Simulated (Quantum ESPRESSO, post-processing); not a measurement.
# Ti(0001), 4 layers: solver and mixing choices, part 4 of 4

Aim: which eigensolver and mixing brings Ti(0001), 4 layers to self-consistency fastest, and whether the result stays the same.

Quantum ESPRESSO 7.5; plane-wave DFT, PBE, GBRV ultrasoft pseudopotentials.

So far. Step 10 (Self-consistent run: ppcg, local-TF mixing, beta 0.4 …): The message: “iosys (1): PPCG diagonalization not supported anymore (Dec. 2024)”. This release no longer has that solver; david, paro or rmm-davidson serve. Step 11 (Ground state: paro, local-TF mixing, beta 0.4, history …): Counted from each run's own zero (the Fermi level), the vacuum level differs from the first run's by +2 meV.

**12. SCF with pw.x: rmm-davidson, local-TF mixing, beta 0.4, history 8**

File c10.in:

```
&control
  prefix = 'c10'
  outdir = './out'
  pseudo_dir = './pseudo'
  calculation = 'scf'
  tprnfor = .true.
/
&system
  ibrav = 0
  nat = 4
  ntyp = 1
  ecutwfc = 40
  ecutrho = 200
  occupations = 'smearing'
  smearing = 'mv'
  degauss = 0.02
  assume_isolated = 'esm'
  esm_bc = 'bc1'
/
&electrons
  conv_thr = 1e-07
  mixing_beta = 0.4
  electron_maxstep = 80
  mixing_mode = 'local-TF'
  diagonalization = 'rmm-davidson'
  mixing_ndim = 8
/
ATOMIC_SPECIES
  Ti  47.8670  ti_pbe_v1.4.uspp.F.UPF
CELL_PARAMETERS angstrom
  2.95000000000000 0.00000000000000 0.00000000000000
  1.47500000000000 2.55477494116409 0.00000000000000
  0.00000000000000 0.00000000000000 23.02690000000000
ATOMIC_POSITIONS crystal
  Ti  0.666666666700 0.666666666700 -0.152580243107
  Ti  0.000000000000 0.000000000000 -0.050860081036
  Ti  0.666666666700 0.666666666700 0.050860081036
  Ti  0.000000000000 0.000000000000 0.152580243107
K_POINTS automatic
  12 12 1 0 0 0
```

On the command line:

```
$ OMP_NUM_THREADS=1 mpirun -n 4 pw.x -nk 4 -in c10.in > c10.out
```

The program printed:

```text
[banner, memory and clock lines left out]
Program PWSCF v.7.5 starts
[...]
Message from routine setup:
[...]
number of electrons       =        48.00
     number of Kohn-Sham states=           29
     kinetic-energy cutoff     =      40.0000  Ry
     charge density cutoff     =     200.0000  Ry
[...]
number of k points=    19  Marzari-Vanderbilt smearing, width (Ry)=  0.0200
[...]
Dense  grid:    56127 G-vectors     FFT dimensions: (  27,  27, 200)
[...]
negative rho (up, down):  1.098E-02 0.000E+00
     Starting wfcs are   40 randomized atomic wfcs
[...]
negative rho (up, down):  1.010E-02 0.000E+00
[...]
estimated scf accuracy    <       1.92834291 Ry
[...]
negative rho (up, down):  9.817E-03 0.000E+00
[...]
estimated scf accuracy    <       1.00329056 Ry
[...]
negative rho (up, down):  1.056E-02 0.000E+00
[...]
estimated scf accuracy    <       0.06346185 Ry
[...]
negative rho (up, down):  1.096E-02 0.000E+00
[...]
estimated scf accuracy    <       0.05112354 Ry
[...]
negative rho (up, down):  1.197E-02 0.000E+00
[...]
estimated scf accuracy    <       0.13770991 Ry
[...]
negative rho (up, down):  1.004E-02 0.000E+00
[...]
estimated scf accuracy    <       0.01363122 Ry
[...]
negative rho (up, down):  1.769E-02 0.000E+00
[...]
estimated scf accuracy    <       0.06362594 Ry
[...]
negative rho (up, down):  1.797E-02 0.000E+00
[...]
estimated scf accuracy    <       0.00877725 Ry
[...]
negative rho (up, down):  1.480E-02 0.000E+00
[...]
estimated scf accuracy    <       0.00852188 Ry
[...]
negative rho (up, down):  1.359E-02 0.000E+00
[...]
estimated scf accuracy    <       0.00772583 Ry
[...]
negative rho (up, down):  1.276E-02 0.000E+00
[...]
estimated scf accuracy    <       0.01064518 Ry
[...]
negative rho (up, down):  1.250E-02 0.000E+00
[...]
estimated scf accuracy    <       0.00970204 Ry
[...]
negative rho (up, down):  1.018E-02 0.000E+00
[...]
estimated scf accuracy    <       0.00476939 Ry
[...]
negative rho (up, down):  7.864E-03 0.000E+00
[...]
estimated scf accuracy    <       0.00022263 Ry
[...]
negative rho (up, down):  7.402E-03 0.000E+00
[...]
estimated scf accuracy    <       0.00061389 Ry
[...]
negative rho (up, down):  7.299E-03 0.000E+00
[...]
estimated scf accuracy    <       0.00009922 Ry
[...]
negative rho (up, down):  7.309E-03 0.000E+00
[...]
estimated scf accuracy    <       0.00002878 Ry
[...]
negative rho (up, down):  7.201E-03 0.000E+00
[...]
estimated scf accuracy    <       0.00000281 Ry
[...]
negative rho (up, down):  7.161E-03 0.000E+00
[...]
estimated scf accuracy    <       0.00000197 Ry
[...]
negative rho (up, down):  7.152E-03 0.000E+00
[...]
estimated scf accuracy    <       0.00000158 Ry
[...]
negative rho (up, down):  7.145E-03 0.000E+00
[...]
estimated scf accuracy    <       0.00000038 Ry
[...]
negative rho (up, down):  7.145E-03 0.000E+00
[...]
the Fermi energy is    -4.4336 ev
!    total energy              =    -476.85832486 Ry
     estimated scf accuracy    <       0.00000001 Ry
     smearing contrib. (-TS)   =      -0.00436764 Ry
     internal energy E=F+TS    =    -476.85395723 Ry
[...]
one-electron contribution =    6047.00886051 Ry
     hartree contribution      =   -3039.08584133 Ry
     xc contribution           =     -71.93569819 Ry
     ewald contribution        =   -3412.84127822 Ry
     convergence has been achieved in  22 iterations
     negative rho (up, down):  7.145E-03 0.000E+00
[...]
Total force =     0.049094     Total SCF correction =     0.000304
[...]
```

Elapsed: 25 s, on 4 MPI ranks of Intel Xeon 6975P-C (Granite Rapids), shared host; peak memory 0.51 GiB; 98 s of CPU time.

The program's own clock; routines nest. Time by routine:

```csv
routine,wall time (s),calls
PWSCF,24.08,1
electrons,21.88,1
c_bands,14.56,22
h_psi,9.34,804
vloc_psi,7.76,804
fftw,7.62,22580
crmmdiagg,4.42,80
wfcrot,3.2,85
mix_rho,3.15,22
sum_band,2.57,22
init_run,1.98,1
ffts,1.9,2628
calbec,1.08,934
newd,0.84,23
```

Counted from each run's own zero (the Fermi level), the vacuum level differs from the first run's by +1 meV.

**13. The series side by side**

All levels:

```csv
level,vacuum level over the Fermi level (eV),its change from the first (meV),energy from the first (meV an atom),SCF iterations,wall time (s),peak memory (GiB),CPU time (s)
"david, local-TF mixing, beta 0.4, history 8",4.432,0,0,26,32.35,0.44,128.4
"david, plain mixing, beta 0.4, history 8",4.433,0.8,0.002687,39,34.87,0.43,138.6
"david, plain mixing, beta 0.7, history 8",4.432,0.3017,5.44e-4,21,25.37,0.41,100.6
"david, TF mixing, beta 0.4, history 8",4.433,1.302,3.40e-5,49,47.91,0.47,190.8
"david, local-TF mixing, beta 0.7, history 8",4.434,1.402,1.70e-4,25,30.46,0.51,121
"david, local-TF mixing, beta 0.2, history 8",4.432,0.2017,1.70e-4,34,39.54,0.53,157.2
"david, local-TF mixing, beta 0.4, history 4",4.427,-5.3,7.82e-4,21,27.57,0.41,109.4
"cg, local-TF mixing, beta 0.4, history 8",4.433,0.7,-1.02e-4,24,36.45,0.42,144.9
"paro, local-TF mixing, beta 0.4, history 8",4.434,2.102,-1.70e-4,16,47.07,0.43,187.4
"rmm-davidson, local-TF mixing, beta 0.4, history 8",4.434,1.402,0.001531,22,24.77,0.51,98.2
```

**14. What came out**

```yaml
fastest: rmm-davidson, local-TF mixing, beta 0.4, history 8: 25 s, 22 iterations
slowest_that_converged: david, TF mixing, beta 0.4, history 8: 48 s, 49 iterations
fewest_iterations: paro, local-TF mixing, beta 0.4, history 8: 16
largest_change_of_the_vacuum_level: 5 meV
```

The fastest choice is rmm-davidson, local-TF mixing, beta 0.4, history 8: 25 s, 22 iterations. The converged runs took 16 to 49 iterations and agree within 7 meV in the vacuum level; counts also move with the parallel layout and the random start, so differences of a few iterations rank nothing. Refused or stopped by an error: ppcg, local-TF mixing, beta 0.4, history 8. The times come from a shared host and are rough. Peak memory is sampled during the run and can miss the peak. The geometry is as built, not relaxed.

[Logs are printed without paths, hosts, clocks, repeated set-up lines and the standing remarks that a program may print on its own settings, such as how far it seeks lower states.]

[Hosts, paths, dates, database ids (printed as entryN), source tags and the programs' standing remarks are cut or masked in the printed files.]

[Maps of the electrostatic potential energy from Ansatz leave out the sawtooth potential of an applied field or a dipole correction, so their vacuum need not be flat; planar profiles and work functions include it.]
